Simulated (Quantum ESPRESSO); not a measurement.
# graphene, 3 layers, AB stacking against a metal electrode: a series in the charge of the slab, part 2 of 3

What law, if any, do the results for graphene, 3 layers, AB stacking against a metal electrode follow against the charge of the slab?

Quantum ESPRESSO 7.5; plane-wave DFT, PBE, GBRV ultrasoft pseudopotentials.

So far. Step 2 (Relaxing cell and ions of the reference):  The last row is no step: it is a fresh SCF in the final cell with a new plane-wave basis, +0 meV from the row before.

## Step 3: SCF with pw.x, 0 ×10¹³ e/cm²

A run under open boundaries on these atoms gives the vacuum levels.

Level of this step: plane-wave DFT, PBE, GBRV ultrasoft pseudopotentials (Quantum ESPRESSO 7.5).

m2.esm.in reads:

```
&control
  prefix = 'm2.esm'
  outdir = './out'
  pseudo_dir = './pseudo'
  calculation = 'scf'
  tprnfor = .true.
/
&system
  ibrav = 0
  nat = 6
  ntyp = 1
  ecutwfc = 40
  ecutrho = 200
  occupations = 'smearing'
  smearing = 'fd'
  degauss = 0.004
  assume_isolated = 'esm'
  esm_bc = 'bc3'
  tot_charge = 0.0
/
&electrons
  conv_thr = 1e-08
  mixing_beta = 0.4
  electron_maxstep = 120
  mixing_mode = 'plain'
/
ATOMIC_SPECIES
  C   12.0110  c_pbe_v1.2.uspp.F.UPF
CELL_PARAMETERS angstrom
  2.46522825800000 0.00000000000000 0.00000000000000
  -1.23261412900000 2.13495029800000 0.00000000000000
  0.00000000000000 0.00000000000000 22.40000000000000
ATOMIC_POSITIONS crystal
  C   0.666666666700 0.333333333300 -0.062645507214
  C   0.333333333300 0.666666666700 -0.062668428214
  C   0.000000000000 0.000000000000 0.089285714286
  C   0.666666666700 0.333333333300 0.089285714286
  C   0.666666666700 0.333333333300 0.241216935786
  C   0.333333333300 0.666666666700 0.241239856786
K_POINTS automatic
  72 72 1 0 0 0
```

On the command line:

```bash
$ OMP_NUM_THREADS=1 mpirun -n 4 pw.x -nk 4 -in m2.esm.in > m2.esm.out
```

Output:

```text
[banner, memory and clock lines left out]
Program PWSCF v.7.5 starts
[citation notice left out]

[...]
Message from routine setup:
[...]
bravais-lattice index     =            0
     lattice parameter (alat)  =       4.6586  a.u.
     unit-cell volume          =     795.5904 (a.u.)^3
     number of atoms/cell      =            6
     number of atomic types    =            1
     number of electrons       =        24.00
     number of Kohn-Sham states=           16
     kinetic-energy cutoff     =      40.0000  Ry
     charge density cutoff     =     200.0000  Ry
     scf convergence threshold =      1.0E-08
     mixing beta               =       0.4000
     number of iterations used =            8  plain     mixing
     Exchange-correlation= SLA  PW   PBE  PBE
                           (   1   4   3   4   0   0   0)

     Effective Screening Medium Method
     Boundary Conditions: Vacuum-Slab-Metal
     total charge in unit cell        =   0.0000
     grid points for fit at edges     =        4

[...]
PseudoPot. # 1 for C  read from file:
     ./pseudo/c_pbe_v1.2.uspp.F.UPF
     Pseudo is Ultrasoft + core correction, Zval =  4.0
     Generated by new atomic code, or converted to UPF format
     Using radial grid of  721 points,  4 beta functions with:
                l(1) =   0
                l(2) =   0
                l(3) =   1
                l(4) =   1
     Q(r) pseudized with  8 coefficients,  rinner =    1.100   1.100   1.100

     atomic species   valence    mass     pseudopotential
     C                 4.00    12.01100     C ( 1.00)

      6 Sym. Ops. (no inversion) found

[...]
number of k points=   469  Fermi-Dirac smearing, width (Ry)=  0.0040

     Number of k-points >= 100: set verbosity='high' to print them.

     Dense  grid:    38111 G-vectors     FFT dimensions: (  24,  24, 192)

     Smooth grid:    27327 G-vectors     FFT dimensions: (  20,  20, 180)

     Initial potential from superposition of free atoms

     starting charge      23.9998, renormalised to      24.0000

     negative rho (up, down):  4.034E-04 0.000E+00
     Starting wfcs are   24 randomized atomic wfcs

     per-process dynamical memory:   129.2 Mb

     Self-consistent Calculation

     iteration #  1     ecut=    40.00 Ry     beta= 0.40
     Davidson diagonalization with overlap
     ethr =  1.00E-02,  avg # of iterations =  3.3

     Threshold (ethr) on eigenvalues was too large:
     Diagonalizing with lowered threshold

     Davidson diagonalization with overlap
     ethr =  9.45E-04,  avg # of iterations =  6.3

     negative rho (up, down):  1.048E-04 0.000E+00

     total energy              =     -68.97310009 Ry
     estimated scf accuracy    <       0.47698000 Ry

     iteration #  2     ecut=    40.00 Ry     beta= 0.40
[...]
negative rho (up, down):  2.289E-05 0.000E+00

[...]
total energy              =     -68.88899314 Ry
     estimated scf accuracy    <       0.15349551 Ry

     iteration #  3     ecut=    40.00 Ry     beta= 0.40
[...]
negative rho (up, down):  1.959E-06 0.000E+00

[...]
total energy              =     -68.92685740 Ry
     estimated scf accuracy    <       0.00421055 Ry

     iteration #  4     ecut=    40.00 Ry     beta= 0.40
[...]
c_bands:  3 eigenvalues not converged
     c_bands:  2 eigenvalues not converged
     c_bands:  4 eigenvalues not converged
     c_bands:  3 eigenvalues not converged
     c_bands:  4 eigenvalues not converged
     c_bands:  3 eigenvalues not converged
     c_bands:  3 eigenvalues not converged
     c_bands:  4 eigenvalues not converged
     c_bands:  4 eigenvalues not converged
     c_bands:  4 eigenvalues not converged
     c_bands:  4 eigenvalues not converged
     c_bands:  4 eigenvalues not converged
     c_bands:  4 eigenvalues not converged
     c_bands:  4 eigenvalues not converged
     c_bands:  4 eigenvalues not converged
     c_bands:  4 eigenvalues not converged
     c_bands:  4 eigenvalues not converged
     c_bands:  2 eigenvalues not converged
     c_bands:  3 eigenvalues not converged
     c_bands:  1 eigenvalues not converged
     c_bands:  1 eigenvalues not converged
     c_bands:  1 eigenvalues not converged
     c_bands:  1 eigenvalues not converged
     c_bands:  1 eigenvalues not converged
     c_bands:  3 eigenvalues not converged
     c_bands:  2 eigenvalues not converged
     c_bands:  3 eigenvalues not converged
     c_bands:  4 eigenvalues not converged
     c_bands:  3 eigenvalues not converged
     c_bands:  4 eigenvalues not converged
     c_bands:  4 eigenvalues not converged
     c_bands:  4 eigenvalues not converged
     c_bands:  4 eigenvalues not converged
     c_bands:  4 eigenvalues not converged
     c_bands:  4 eigenvalues not converged
     c_bands:  4 eigenvalues not converged
     c_bands:  4 eigenvalues not converged
     c_bands:  4 eigenvalues not converged
     c_bands:  4 eigenvalues not converged
     c_bands:  4 eigenvalues not converged
     c_bands:  4 eigenvalues not converged
     c_bands:  4 eigenvalues not converged
     c_bands:  2 eigenvalues not converged
     c_bands:  1 eigenvalues not converged
     c_bands:  1 eigenvalues not converged
     c_bands:  1 eigenvalues not converged
     c_bands:  3 eigenvalues not converged
     c_bands:  4 eigenvalues not converged
     c_bands:  4 eigenvalues not converged
     c_bands:  3 eigenvalues not converged
     c_bands:  3 eigenvalues not converged
     c_bands:  4 eigenvalues not converged
     c_bands:  3 eigenvalues not converged
     c_bands:  4 eigenvalues not converged
     c_bands:  4 eigenvalues not converged
     c_bands:  4 eigenvalues not converged
     c_bands:  4 eigenvalues not converged
     c_bands:  4 eigenvalues not converged
     c_bands:  3 eigenvalues not converged
     c_bands:  4 eigenvalues not converged
     c_bands:  3 eigenvalues not converged
     c_bands:  4 eigenvalues not converged
     c_bands:  4 eigenvalues not converged
     c_bands:  1 eigenvalues not converged
     c_bands:  1 eigenvalues not converged
     c_bands:  1 eigenvalues not converged
     c_bands:  4 eigenvalues not converged
     c_bands:  3 eigenvalues not converged
     c_bands:  3 eigenvalues not converged
     c_bands:  4 eigenvalues not converged
     c_bands:  4 eigenvalues not converged
     c_bands:  4 eigenvalues not converged
     c_bands:  4 eigenvalues not converged
[...]
c_bands:  4 eigenvalues not converged
     c_bands:  4 eigenvalues not converged
     c_bands:  4 eigenvalues not converged
     c_bands:  3 eigenvalues not converged
     c_bands:  3 eigenvalues not converged
     c_bands:  4 eigenvalues not converged
     c_bands:  4 eigenvalues not converged
     c_bands:  4 eigenvalues not converged
     c_bands:  4 eigenvalues not converged
     c_bands:  4 eigenvalues not converged
     c_bands:  4 eigenvalues not converged
     c_bands:  3 eigenvalues not converged
     c_bands:  4 eigenvalues not converged
     c_bands:  4 eigenvalues not converged
     c_bands:  4 eigenvalues not converged
     c_bands:  4 eigenvalues not converged
     c_bands:  4 eigenvalues not converged
     c_bands:  4 eigenvalues not converged
     c_bands:  4 eigenvalues not converged
     c_bands:  4 eigenvalues not converged
     c_bands:  4 eigenvalues not converged
     c_bands:  3 eigenvalues not converged
     c_bands:  2 eigenvalues not converged
     c_bands:  4 eigenvalues not converged
     c_bands:  4 eigenvalues not converged
     c_bands:  4 eigenvalues not converged
     c_bands:  4 eigenvalues not converged
     c_bands:  4 eigenvalues not converged
     c_bands:  4 eigenvalues not converged
     c_bands:  4 eigenvalues not converged
     c_bands:  4 eigenvalues not converged
     c_bands:  4 eigenvalues not converged
     c_bands:  4 eigenvalues not converged
     c_bands:  4 eigenvalues not converged
     c_bands:  4 eigenvalues not converged
     c_bands:  4 eigenvalues not converged
[...]
negative rho (up, down):  8.492E-07 0.000E+00

[...]
total energy              =     -68.99757187 Ry
     estimated scf accuracy    <       0.03736960 Ry

     iteration #  6     ecut=    40.00 Ry     beta= 0.40
[...]
c_bands:  3 eigenvalues not converged
     c_bands:  4 eigenvalues not converged
     c_bands:  4 eigenvalues not converged
     c_bands:  3 eigenvalues not converged
     c_bands:  4 eigenvalues not converged
     c_bands:  2 eigenvalues not converged
     c_bands:  4 eigenvalues not converged
     c_bands:  2 eigenvalues not converged
     c_bands:  2 eigenvalues not converged
     c_bands:  3 eigenvalues not converged
     c_bands:  2 eigenvalues not converged
     c_bands:  1 eigenvalues not converged
     c_bands:  4 eigenvalues not converged
     c_bands:  4 eigenvalues not converged
     c_bands:  3 eigenvalues not converged
     c_bands:  4 eigenvalues not converged
     c_bands:  4 eigenvalues not converged
     c_bands:  4 eigenvalues not converged
     c_bands:  4 eigenvalues not converged
     c_bands:  4 eigenvalues not converged
     c_bands:  4 eigenvalues not converged
     c_bands:  3 eigenvalues not converged
     c_bands:  4 eigenvalues not converged
     c_bands:  4 eigenvalues not converged
     c_bands:  3 eigenvalues not converged
     c_bands:  3 eigenvalues not converged
     c_bands:  4 eigenvalues not converged
     c_bands:  1 eigenvalues not converged
     c_bands:  3 eigenvalues not converged
     c_bands:  3 eigenvalues not converged
     c_bands:  3 eigenvalues not converged
     c_bands:  2 eigenvalues not converged
     c_bands:  2 eigenvalues not converged
     c_bands:  4 eigenvalues not converged
     c_bands:  3 eigenvalues not converged
     c_bands:  4 eigenvalues not converged
     c_bands:  4 eigenvalues not converged
     c_bands:  4 eigenvalues not converged
     c_bands:  4 eigenvalues not converged
     c_bands:  3 eigenvalues not converged
     c_bands:  4 eigenvalues not converged
     c_bands:  3 eigenvalues not converged
     c_bands:  4 eigenvalues not converged
     c_bands:  4 eigenvalues not converged
     c_bands:  3 eigenvalues not converged
     c_bands:  3 eigenvalues not converged
     c_bands:  3 eigenvalues not converged
     c_bands:  3 eigenvalues not converged
     c_bands:  2 eigenvalues not converged
     c_bands:  1 eigenvalues not converged
     c_bands:  3 eigenvalues not converged
     c_bands:  1 eigenvalues not converged
     c_bands:  2 eigenvalues not converged
     c_bands:  4 eigenvalues not converged
     c_bands:  2 eigenvalues not converged
     c_bands:  4 eigenvalues not converged
     c_bands:  4 eigenvalues not converged
     c_bands:  4 eigenvalues not converged
     c_bands:  4 eigenvalues not converged
     c_bands:  4 eigenvalues not converged
     c_bands:  4 eigenvalues not converged
     c_bands:  4 eigenvalues not converged
     c_bands:  3 eigenvalues not converged
     c_bands:  2 eigenvalues not converged
     c_bands:  4 eigenvalues not converged
     c_bands:  2 eigenvalues not converged
     c_bands:  2 eigenvalues not converged
     c_bands:  2 eigenvalues not converged
     c_bands:  2 eigenvalues not converged
     c_bands:  1 eigenvalues not converged
     c_bands:  3 eigenvalues not converged
     c_bands:  3 eigenvalues not converged
     c_bands:  4 eigenvalues not converged
     c_bands:  4 eigenvalues not converged
     c_bands:  3 eigenvalues not converged
     c_bands:  4 eigenvalues not converged
[...]
negative rho (up, down):  4.272E-04 0.000E+00

[...]
total energy              =     -68.90996466 Ry
     estimated scf accuracy    <       0.13952593 Ry

[...]
iteration # 24     ecut=    40.00 Ry     beta= 0.40
[...]
c_bands:  1 eigenvalues not converged
     c_bands:  1 eigenvalues not converged
[...]
negative rho (up, down):  1.492E-04 0.000E+00

[...]
total energy              =     -68.93921522 Ry
     estimated scf accuracy    <       0.00000027 Ry

     iteration # 25     ecut=    40.00 Ry     beta= 0.40
[...]
c_bands:  1 eigenvalues not converged
[...]
negative rho (up, down):  1.488E-04 0.000E+00

[...]
total energy              =     -68.93921519 Ry
     estimated scf accuracy    <       0.00000032 Ry

     iteration # 26     ecut=    40.00 Ry     beta= 0.40
[...]
negative rho (up, down):  1.485E-04 0.000E+00

[...]
total energy              =     -68.93921526 Ry
     estimated scf accuracy    <       0.00000004 Ry

     iteration # 27     ecut=    40.00 Ry     beta= 0.40
[...]
negative rho (up, down):  1.487E-04 0.000E+00

[...]
End of self-consistent calculation

     Number of k-points >= 100: set verbosity='high' to print the bands.

     the Fermi energy is    -4.2835 ev

!    total energy              =     -68.93921521 Ry
     estimated scf accuracy    <          7.5E-10 Ry
     smearing contrib. (-TS)   =      -0.00003251 Ry
     internal energy E=F+TS    =     -68.93918270 Ry

     The total energy is F=E-TS. E is the sum of the following terms:
     one-electron contribution =  -11050.02596730 Ry
     hartree contribution      =    5526.97659205 Ry
     xc contribution           =     -21.81488395 Ry
     ewald contribution        =    5475.92507649 Ry

     convergence has been achieved in  27 iterations

     negative rho (up, down):  1.487E-04 0.000E+00

     Forces acting on atoms (cartesian axes, Ry/au):

     atom    1 type  1   force =     0.00000000    0.00000000   -0.00205678
     atom    2 type  1   force =     0.00000000    0.00000000   -0.00183022
     atom    3 type  1   force =     0.00000000    0.00000000   -0.00000580
     atom    4 type  1   force =     0.00000000    0.00000000   -0.00000777
     atom    5 type  1   force =     0.00000000    0.00000000    0.00205394
     atom    6 type  1   force =     0.00000000    0.00000000    0.00182957

     Total force =     0.003892     Total SCF correction =     0.000021

[...]
```

It took 6.2 min on 4 MPI ranks of Arm Neoverse V1, shared host; peak memory 0.66 GiB.

Numbers from this step:

- Fermi energy: -4.284 eV
- vacuum line at the lower end of the cell, over the Fermi level: 4.283 eV
- slope of the potential above: -2.01e-4 eV/Å
- vacuum line at the upper end of the cell, over the Fermi level: 4.283 eV

Electrostatic potential energy of an electron; zero at the Fermi level. Table of potential energy, planar mean by z:

| z (Å) | potential energy, planar mean (eV) |
| --- | --- |
| -11.0 | 4.28 |
| -10.5 | 4.28 |
| -10.0 | 4.28 |
| -9.5 | 4.28 |
| -9.0 | 4.28 |
| -8.5 | 4.28 |
| -8.0 | 4.28 |
| -7.5 | 4.28 |
| -7.0 | 4.28 |
| -6.5 | 4.28 |
| -6.0 | 4.28 |
| -5.5 | 4.28 |
| -5.0 | 4.28 |
| -4.5 | 4.28 |
| -4.0 | 4.27 |
| -3.5 | 4.23 |
| -3.0 | 3.98 |
| -2.5 | 2.54 |
| -2.0 | -5.21 |
| -1.5 | -27.3 |
| -1.0 | -13.9 |
| -0.5 | 0.903 |
| 0.0 | 3.61 |
| 0.5 | 3.74 |
| 1.0 | 1.82 |
| 1.5 | -8.96 |
| 2.0 | -28.4 |
| 2.5 | -9.22 |
| 3.0 | 1.85 |
| 3.5 | 3.75 |
| 4.0 | 3.60 |
| 4.5 | 0.862 |
| 5.0 | -13.6 |
| 5.5 | -27.2 |
| 6.0 | -5.44 |
| 6.5 | 2.56 |
| 7.0 | 3.99 |
| 7.5 | 4.23 |
| 8.0 | 4.27 |
| 8.5 | 4.28 |
| 9.0 | 4.28 |
| 9.5 | 4.28 |
| 10.0 | 4.28 |
| 10.5 | 4.28 |
| 11.0 | 4.28 |

Inside the slab this potential holds the local part of the pseudopotentials, which can be repulsive at the nuclei; only its value in the vacuum has a meaning of its own.

## Step 4: Self-consistent run, 1 ×10¹³ e/cm²

m3.esm.in is the input of step 3 with these lines changed:

```diff
@@ -1,3 +1,3 @@
 &control
-  prefix = 'm2.esm'
+  prefix = 'm3.esm'
   outdir = './out'
@@ -18,3 +18,3 @@
   esm_bc = 'bc3'
-  tot_charge = 0.0
+  tot_charge = 0.00527
 /
@@ -25,2 +25,3 @@
   mixing_mode = 'plain'
+  startingpot = 'file'
 /
```

On the command line:

```bash
$ cp -r out/m2.esm.save out/m3.esm.save
$ OMP_NUM_THREADS=1 mpirun -n 4 pw.x -nk 4 -in m3.esm.in > m3.esm.out
```

Output:

```text
[banner, memory and clock lines left out]
Program PWSCF v.7.5 starts
[...]
Message from routine setup:
[...]
number of electrons       =        23.99
     number of Kohn-Sham states=           16
     kinetic-energy cutoff     =      40.0000  Ry
     charge density cutoff     =     200.0000  Ry
[...]
number of k points=   469  Fermi-Dirac smearing, width (Ry)=  0.0040
[...]
Dense  grid:    38111 G-vectors     FFT dimensions: (  24,  24, 192)
[...]
The initial density is read from file :
[...]
negative rho (up, down):  1.486E-04 0.000E+00
     Starting wfcs are   24 randomized atomic wfcs
[...]
negative rho (up, down):  1.400E-04 0.000E+00
[...]
estimated scf accuracy    <       0.00092751 Ry
[...]
negative rho (up, down):  1.408E-04 0.000E+00
[...]
estimated scf accuracy    <       0.00072094 Ry
[...]
negative rho (up, down):  1.420E-04 0.000E+00
[...]
estimated scf accuracy    <       0.00002680 Ry
[...]
negative rho (up, down):  1.427E-04 0.000E+00
[...]
estimated scf accuracy    <       0.00000776 Ry
[...]
negative rho (up, down):  1.469E-04 0.000E+00
[...]
estimated scf accuracy    <       0.00000579 Ry
[...]
negative rho (up, down):  1.494E-04 0.000E+00
[...]
estimated scf accuracy    <       0.00000130 Ry
[...]
negative rho (up, down):  1.494E-04 0.000E+00
[...]
estimated scf accuracy    <       0.00000129 Ry
[...]
negative rho (up, down):  1.497E-04 0.000E+00
[...]
estimated scf accuracy    <       0.00000140 Ry
[...]
negative rho (up, down):  1.494E-04 0.000E+00
[...]
estimated scf accuracy    <       0.00000107 Ry
[...]
negative rho (up, down):  1.494E-04 0.000E+00
[...]
estimated scf accuracy    <       0.00000012 Ry
[...]
negative rho (up, down):  1.494E-04 0.000E+00
[...]
estimated scf accuracy    <       0.00000010 Ry
[...]
negative rho (up, down):  1.494E-04 0.000E+00
[...]
estimated scf accuracy    <       0.00000014 Ry
[...]
negative rho (up, down):  1.494E-04 0.000E+00
[...]
estimated scf accuracy    <       0.00000004 Ry
[...]
negative rho (up, down):  1.495E-04 0.000E+00
[...]
estimated scf accuracy    <       0.00000003 Ry
[...]
negative rho (up, down):  1.495E-04 0.000E+00
[...]
estimated scf accuracy    <       0.00000002 Ry
[...]
negative rho (up, down):  1.496E-04 0.000E+00
[...]
the Fermi energy is    -5.3237 ev
!    total energy              =     -68.93735232 Ry
     estimated scf accuracy    <          8.8E-10 Ry
     smearing contrib. (-TS)   =      -0.00004295 Ry
     internal energy E=F+TS    =     -68.93730937 Ry
[...]
one-electron contribution =  -11048.37933818 Ry
     hartree contribution      =    5525.32812263 Ry
     xc contribution           =     -21.81117031 Ry
     ewald contribution        =    5475.92507649 Ry
     convergence has been achieved in  16 iterations
     negative rho (up, down):  1.496E-04 0.000E+00
[...]
Total force =     0.003904     Total SCF correction =     0.000034
[...]
```

Wall time 4.3 min (4 MPI ranks); peak memory 0.66 GiB; 17 min of CPU time.

Numbers from this step:

* Fermi energy: -5.324 eV
* vacuum line at the lower end of the cell, over the Fermi level: 4.337 eV
* slope of the potential above: 0.1809 eV/Å
* vacuum line at the upper end of the cell, over the Fermi level: 5.324 eV

Inside the slab this potential holds the local part of the pseudopotentials, which can be repulsive at the nuclei; only its value in the vacuum has a meaning of its own.

(Part 2 of 3 ends here.)

[Logs are printed without paths, hosts, clocks, repeated set-up lines and the standing remarks that a program may print on its own settings, such as how far it seeks lower states.]

[Hosts, paths, dates, database ids (printed as entryN), source tags and the programs' standing remarks are cut or masked in the printed files.]

[Maps of the electrostatic potential energy from Ansatz leave out the sawtooth potential of an applied field or a dipole correction, so their vacuum need not be flat; planar profiles and work functions include it.]
